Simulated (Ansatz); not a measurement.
# Binding across the interface in Zr2CO2 MXene, 4 layers (80 atoms), part 2 of 3

Aim: the interaction energy between the two parts of Zr2CO2 MXene, 4 layers (80 atoms) and its distance dependence.

Ansatz 0.2.0; Kohn-Sham DFT, PBE+D4, PAW (set soft_2), plane waves.

The cell: 16 C, 32 Zr and 32 O. The cell is under 6 Å thick along two periodic directions.

So far. Step 2 (Single point at the start): The r.m.s. force at the start is 0.42 eV/Å. Step 3 (Relaxation): The relaxation converged after 4 steps, 0.997 eV below its start, with a largest force component of 0.030 eV/Å.

## 4. Single point at the relaxed geometry

One more single point at the end of the walk gives the fuller output and checks the residual forces.

File input.yaml:

```yaml
crystal:
  lattice:
    - [6.7524, 0.0, 0.0]
    - [-3.3762, 5.84775, 0.0]
    - [0.0, 0.0, 40.78]
  atoms:
    - { symbol: C, position: [0.00025, 0.00019, 0.22709] }
    - { symbol: Zr, position: [0.16672, 0.3337, 0.26097] }
    - { symbol: Zr, position: [0.33342, 0.16705, 0.1932] }
    - { symbol: O, position: [0.33342, 0.16704, 0.28244] }
    - { symbol: O, position: [0.16685, 0.33371, 0.17167] }
    - { symbol: C, position: [0.00012, 0.50033, 0.2271] }
    [... 68 atom lines left out ...]
    - { symbol: O, position: [0.00111, 0.00076, 0.71753] }
    - { symbol: C, position: [0.83425, 0.16714, 0.77286] }
    - { symbol: Zr, position: [0.00099, 0.50095, 0.80675] }
    - { symbol: Zr, position: [0.16774, 0.33429, 0.73898] }
    - { symbol: O, position: [0.16759, 0.33403, 0.82827] }
    - { symbol: O, position: [0.00103, 0.50071, 0.71753] }
kpoints:
  mp_grid: { grid: [3, 3, 1] }
hamiltonian:
  xc: pbe
  dispersion: d4
scf:
  occupations: { method: fixed }
output:
  forces: true
  populations: intrinsic
  dos:
    method: { smearing: { sigma: 0.08 } }
    de: 0.1
    projected:
      site_lists:
        C: [C]
        O: [O]
        Zr: [Zr]
        layer_1: [0, 1, 2, 3, 4, 5, 6, 7, 8, 9, 10, 11, 12, 13, 14, 15, 16, 17, 18, 19]
        layer_2: [20, 21, 22, 23, 24, 25, 26, 27, 28, 29, 30, 31, 32, 33, 34, 35, 36, 37, 38, 39]
        layer_3: [40, 41, 42, 43, 44, 45, 46, 47, 48, 49, 50, 51, 52, 53, 54, 55, 56, 57, 58, 59]
        layer_4: [60, 61, 62, 63, 64, 65, 66, 67, 68, 69, 70, 71, 72, 73, 74, 75, 76, 77, 78, 79]
  eigenvalues: true
  write_density: true
  write_potential: true
  volumetric_format: npy
```

On the command line:

```sh
ansatz run input.yaml --threads 4 --pin off --max-ram 15872MiB --backend cpu --events-out ev --progress --plain --runs-dir out
```

Numbers of over 12 decimals in the logs are rounded to 6 here.

What it wrote:

```text
[...]
Crystal: 80 atoms, lattice volume = 1610.253 Å³
Basis set: ecut = 420 eV, 31517 PW (Γ), exchange–correlation on 96×96×576 points (8 copies of the dense FFT grid, shifted against one another)
Bands: 400, of which v1, the nominal top of the filled ones, is band 320 counted from 1 (319 counted from 0)
Symmetry: 1 space group operations
[...]
k-points: 5 of 9 (time reversal used)
[...]
SCF iter   1: F=—  HF=-156166.464908 eV  |F-HF|=—  |Δ(HF+E_count)|=         —  Δρ=4.89e-3  dr2=5.58e-1  ethr=1.77e-3  ⟨swp⟩=4.0  Hψ=6561  notcnv=0  defer=358
[...]
SCF iter  10: F=-156166.388154 eV  HF=-156166.388155 eV  |F-HF|=1.05e-8  |Δ(HF+E_count)|=   2.88e-8  Δρ=1.39e-6  dr2=3.54e-8  ethr=1.56e-11  ⟨swp⟩=18.8  Hψ=18373  notcnv=0
SCF 1 converged in 10 iterations: F = -156166.388154 eV  dr2 = 3.54e-8
[...]
WARN: The output density's exchange-correlation potential varies sharply where the density is thin. Do not read a vacuum level from v_tot or v_xc, or from such a field of the output density. On a cell that repeats whose density bears no net charge and no dipole along the vacuum's axis use v_es (v_loc + v_h of the components); [...]
SCF converged after 10 iterations
the last check of whether an eigenvalue changes by more than its tolerance under the output density was not made (no_room)
Free energy (F): -156166.388154 eV
[...]
Internal energy: -156166.388154 eV  (E = F + TS)
E sigma→0 (E₀):  -156166.388154 eV
Fermi energy:    6.185574 eV
[...]
--- Forces (eV/Å), atoms counted from 1 ---
  atom   1  C     -0.00577209     0.00601575    -0.00219054
  atom   2  Zr     0.00285314    -0.00128379    -0.00879360
  atom   3  Zr     0.00272810    -0.00420540    -0.00300785
  atom   4  O      0.00264979    -0.00162330     0.00474343
  atom   5  O     -0.00029661    -0.00085180     0.00274288
  atom   6  C      0.00178659     0.00096293    -0.00419479
  atom   7  Zr     0.00169847     0.00032300    -0.00790770
  atom   8  Zr    -0.00217885     0.00190857    -0.01092547
  atom   9  O     -0.00105329    -0.00175690     0.00825835
  atom  10  O     -0.00240444     0.00057693    -0.00149157
  atom  11  C     -0.00228876    -0.00521355     0.00069669
  atom  12  Zr    -0.00000120    -0.00013732    -0.01165330
  atom  13  Zr     0.00698148    -0.00226368     0.00183670
  atom  14  O     -0.00493527     0.00019936     0.01047874
[...]
atom  79  O      0.00145389     0.00452640     0.00076753
  atom  80  O     -0.00195090     0.00165928    -0.00511212
  max |Σ_I F_I| component: 3.67e-5 eV/Å
--- Band table (eV; the first three rows and the last of 5) ---
[...]
--- intrinsic populations: 80 sites ---
  site symbol       q [e]
     0      C      4.9664
     1     Zr     10.8319
     2     Zr     10.8195
[...]
79      O      6.6889
  spilling = 0.000000 (of n_electrons = 640.000000)
```

It took 5.3 min on 4 threads of Arm Neoverse V1, shared host; peak memory 10 GiB.

The program notes that the exchange-correlation potential is rough where the density is thin.

Numbers from this run:

* free energy: -156166.3882 eV
* free energy per atom: -1952.0799 eV/atom
* SCF cycles: 10
* r.m.s. force component: 0.00779 eV/Å
* longest force: 0.03149 eV/Å
* Fermi energy: 6.186 eV
* gap (highest filled to lowest empty level): 1.096 eV
* potential in mid-vacuum, over the Fermi level: 5.172 eV
* potential 4.5 Å over the upper face: 5.174 eV
* potential 4.5 Å under the lower face: 5.172 eV

Intrinsic-atomic-orbital charges by element:

```csv
element,coordination,atoms,mean charge (e),spread,least,most
C,all,16,-0.965,0.0014,-0.966,-0.964
O,all,32,-0.690,0.0019,-0.693,-0.689
Zr,all,32,1.17,0.005,1.17,1.18
```

By region:

```csv
region,atoms,mean length of the force (eV/Å),net charge (e)
layer 1,20,0.008,0
layer 2,20,0.014,0
layer 3,20,0.015,0
layer 4,20,0.009,0
```

Density of states as counts of states in windows of 1 eV (from the Fermi level), total and the larger projections:

```csv
from (eV),to (eV),total,Zr d,O p,layer 3,layer 4,layer 1,layer 2
-14,-10,0.0,0.0,0.0,0.0,0.0,0.0,0.0
-10,-9,25.0,4.9,0.4,6.2,6.3,6.3,6.2
-9,-8,7.0,1.9,0.0,1.8,1.7,1.7,1.8
-8,-6,0.0,0.0,0.0,0.0,0.0,0.0,0.0
-6,-5,23.7,6.3,13.0,6.0,5.9,5.8,6.0
-5,-4,107.2,25.2,72.9,26.6,26.7,26.7,26.6
-4,-3,61.1,8.4,45.9,15.1,15.2,15.2,15.1
-3,-2,27.8,8.2,7.0,6.8,7.0,7.0,6.8
-2,-1,51.4,13.4,10.4,12.7,12.6,12.6,12.7
-1,0,16.5,3.0,4.4,4.1,4.0,4.0,4.1
0,1,0.6,0.2,0.2,0.1,0.2,0.2,0.1
1,2,31.9,24.6,5.0,7.8,7.8,7.8,7.8
2,3,28.8,22.7,2.5,7.1,7.0,7.0,7.1
```

The curve was stored every 0.100 eV, coarse against its broadening of 0.08 eV, so these counts are rough.

With fixed occupations the program's Fermi level is the highest filled level; weight inside the gap is the broadening of levels at its edges.

Between -26 and -14 eV lie 64 more states.

The stored curve holds about 384 of the 640 electrons; the rest, give or take the few that broadening carries across the Fermi level, lie in deeper levels below its range.

The levels nearest the highest filled one (over half full), pooled over k-points and spins:

```csv
level less the highest filled one (eV),occupation
-0.0169,2
-0.0164,2
-0.0054,2
-0.0052,2
-4.0e-4,2
0,2
1.10,0
1.10,0
1.10,0
1.10,0
1.10,0
1.10,0
```

Planar average of the electrostatic potential energy along the normal, with the Fermi level as zero, after a running mean with a triangular window 4 Å wide at its base:

```csv
height (Å),potential energy (eV)
0.0,5.17
1.1,5.17
2.3,5.17
3.5,5.17
4.7,4.94
5.8,1.82
6.9,-5.70
8.1,-9.69
9.3,-8.81
10.5,-9.69
11.6,-5.59
12.7,0.10
13.9,-3.60
15.2,-9.59
16.3,-8.87
17.4,-9.49
18.5,-7.51
19.7,-0.22
21.0,0.56
22.1,-6.66
23.2,-9.63
24.4,-8.82
25.5,-9.69
26.8,-4.59
27.9,0.15
29.0,-4.70
30.2,-9.62
31.3,-8.85
32.6,-9.63
33.7,-6.57
34.8,1.06
36.0,4.80
37.1,5.17
38.4,5.17
39.5,5.17
40.6,5.17
```

Valence density in the ca plane at fractional y = 0.000, with atoms of C and Zr and O within 0.2 Å of it. It is the smooth field of the valence electrons, not physical close to the nuclei.

Ten steps, logarithmic in the rise over the least value, from '0' (0.0 e/Å³) to '9' (7.0 e/Å³), each cell a mean:
```
47888621000000112346665421100002589863212368
35776421000001122345554322111001356643222346
33444321000012233333443333321000133333333334
33223332100013344432223344432100012344444332
33223332100013444432222344432100012344444432
33333321000012334333333334332100123333333333
34565321000001222334444322221001245543223345
36888521000000112345665321110002478753222358
47888630000000012356766421100002589963212368
47888621000000112346665421100002589863212368
35776421000001122345554322111001356643222346
33444321000012233333443333321000133333333334
33223332100013344432223344432100012344434332
33223332100013444432222344432100012344444332
33333321000012334333333334332100123333333333
34565321000001222334444322221001245543223345
36888521000000112345665321110002478753222358
47888630000000012356766421100002589963212368
```
Columns run along c (16.0 Å, from fractional 0.42 to 0.81 of the cell), rows up along a (6.8 Å). Atoms in or near the plane, at fractional coordinates: Zr at (0.44, 0.50), Zr at (0.44, 0.00), C at (0.59, 0.00), C at (0.59, 0.50), Zr at (0.81, 0.50), O at (0.72, 0.50), Zr at (0.81, 0.00), O at (0.72, 0.00).

Electrostatic potential energy in the ca plane at fractional y = 0.000, with atoms of C and Zr and O within 0.2 Å of it. With pseudopotentials it is smooth inside the atoms' cores, unlike the true potential.

Ten even steps from '0' (-43 eV) to '9' (11 eV), each cell a mean:
```
38999999999511599998500016899999999999999999
78888999999966888998731147899999999999999999
88878899999998878899876678999999999999999999
87667899999988767889998899999999999999999999
87667899999987667889999999999999999999999999
88778899999998777899987889999999999999999999
88888999999988888999754468999999999999999999
58999999999733799998610027899999999999999999
17999999999400499998400005899999999999999999
38999999999511599998500016899999999999999999
78888999999966888998731147899999999999999999
88878899999998878899876678999999999999999999
87667899999988767889998899999999999999999999
87667899999987667889999999999999999999999999
88777899999998777899988889999999999999999999
88888999999988888999754468999999999999999999
58999999999733799998610027899999999999999999
17999999999400499998400005899999999999999999
```
Columns run along c (16.0 Å, from fractional 0.61 to 1.00 of the cell; values clipped at the 3rd and 97th percentile), rows up along a (6.8 Å). Atoms in or near the plane, at fractional coordinates: Zr at (0.81, 0.50), O at (0.72, 0.50), Zr at (0.81, 0.00), O at (0.72, 0.00).

Filled and empty levels are parted by 1.10 eV on the run's k-points; the mesh holds the band edges only if they fold onto it, so the gap at this level can be narrower or closed, while semilocal functionals tend to narrow gaps against experiment. Mean intrinsic-atomic-orbital charges: C -0.96, O -0.69, Zr +1.17 e. The potential stands 5.17 eV above the highest filled level over the upper face and 5.17 eV under the lower one, a reading of the ionisation potential at this level on the run's k-points.

## 5. The lower part alone

The lower part (layer 1, layer 2 and layer 3) is solved alone, atoms held, in the same cell.

File input.yaml:

```yaml
crystal:
  lattice:
    - [6.7524, 0.0, 0.0]
    - [-3.3762, 5.84775, 0.0]
    - [0.0, 0.0, 40.78]
  atoms:
    - { symbol: C, position: [0.00025, 0.00019, 0.22709] }
    - { symbol: Zr, position: [0.16672, 0.3337, 0.26097] }
    - { symbol: Zr, position: [0.33342, 0.16705, 0.1932] }
    - { symbol: O, position: [0.33342, 0.16704, 0.28244] }
    - { symbol: O, position: [0.16685, 0.33371, 0.17167] }
    - { symbol: C, position: [0.00012, 0.50033, 0.2271] }
    [... 48 atom lines left out ...]
    - { symbol: O, position: [0.66675, 0.33337, 0.53952] }
    - { symbol: C, position: [0.50018, 0.5001, 0.59484] }
    - { symbol: Zr, position: [0.66619, 0.83298, 0.6287] }
    - { symbol: Zr, position: [0.83288, 0.66637, 0.561] }
    - { symbol: O, position: [0.83336, 0.66668, 0.65012] }
    - { symbol: O, position: [0.66668, 0.83332, 0.53955] }
kpoints:
  mp_grid: { grid: [3, 3, 1] }
hamiltonian:
  xc: pbe
  dispersion: d4
scf:
  occupations: { method: fermi_dirac, width: 0.05 }
output:
  forces: true
  eigenvalues: true
  write_density: true
  write_potential: true
  volumetric_format: npy
```

What it wrote:

```text
[...]
Crystal: 60 atoms, lattice volume = 1610.253 Å³
Basis set: ecut = 420 eV, 31517 PW (Γ), exchange–correlation on 96×96×576 points (8 copies of the dense FFT grid, shifted against one another)
Bands: 300, of which v1, the nominal top of the filled ones, is band 240 counted from 1 (239 counted from 0)
Symmetry: 1 space group operations
[...]
k-points: 5 of 9 (time reversal used)
[...]
SCF iter   1: F=—  HF=-117124.658107 eV  |F-HF|=—  |Δ(HF+E_count)|=         —  Δρ=4.09e-3  dr2=3.88e-1  ethr=1.77e-3  ⟨swp⟩=6.0  Hψ=6341  notcnv=0  defer=52
[...]
SCF iter  10: F=-117124.601054 eV  HF=-117124.601054 eV  |F-HF|=2.68e-8  |Δ(HF+E_count)|=   5.07e-8  Δρ=1.46e-6  dr2=5.20e-8  ethr=2.08e-11  ⟨swp⟩=18.4  Hψ=13041  notcnv=0
SCF 1 converged in 10 iterations: F = -117124.601054 eV  dr2 = 5.20e-8
[...]
SCF converged after 10 iterations
Free energy (F): -117124.601054 eV
[...]
Internal energy: -117124.601026 eV  (E = F + TS)
E sigma→0 (E₀):  -117124.601040 eV
Entropy (-TS):   -0.000028 eV (-0.000 meV/atom)
Fermi energy:    3.893131 eV
[...]
--- Forces (eV/Å), atoms counted from 1 ---
  atom   1  C     -0.00577245     0.00601607    -0.00255779
  atom   2  Zr     0.00285369    -0.00128405    -0.00820346
  atom   3  Zr     0.00272769    -0.00420507    -0.00226018
  atom   4  O      0.00264969    -0.00162393     0.00429953
  atom   5  O     -0.00029704    -0.00085273     0.00234427
  atom   6  C      0.00178673     0.00096292    -0.00456226
  atom   7  Zr     0.00169881     0.00032285    -0.00731712
  atom   8  Zr    -0.00217823     0.00190817    -0.01017792
  atom   9  O     -0.00105338    -0.00175637     0.00781454
  atom  10  O     -0.00240456     0.00057760    -0.00189027
  atom  11  C     -0.00228892    -0.00521384     0.00032909
  atom  12  Zr    -0.00000159    -0.00013674    -0.01106264
  atom  13  Zr     0.00698164    -0.00226382     0.00258436
  atom  14  O     -0.00493509     0.00019904     0.01003515
[...]
atom  59  O     -0.00217475    -0.00401705     0.05571420
  atom  60  O     -0.00352114    -0.00337296    -0.00338603
  max |Σ_I F_I| component: 9.88e-5 eV/Å
--- Band table (eV; the first three rows and the last of 5) ---
[...]
```

Elapsed: 3.1 min, on 4 threads; peak memory 8.3 GiB.

(Part 2 of 3 ends here.)

[Logs are printed without paths, hosts, clocks, repeated set-up lines and the standing remarks that a program may print on its own settings, such as how far it seeks lower states.]

[Hosts, paths, dates, database ids (printed as entryN), source tags and the programs' standing remarks are cut or masked in the printed files.]
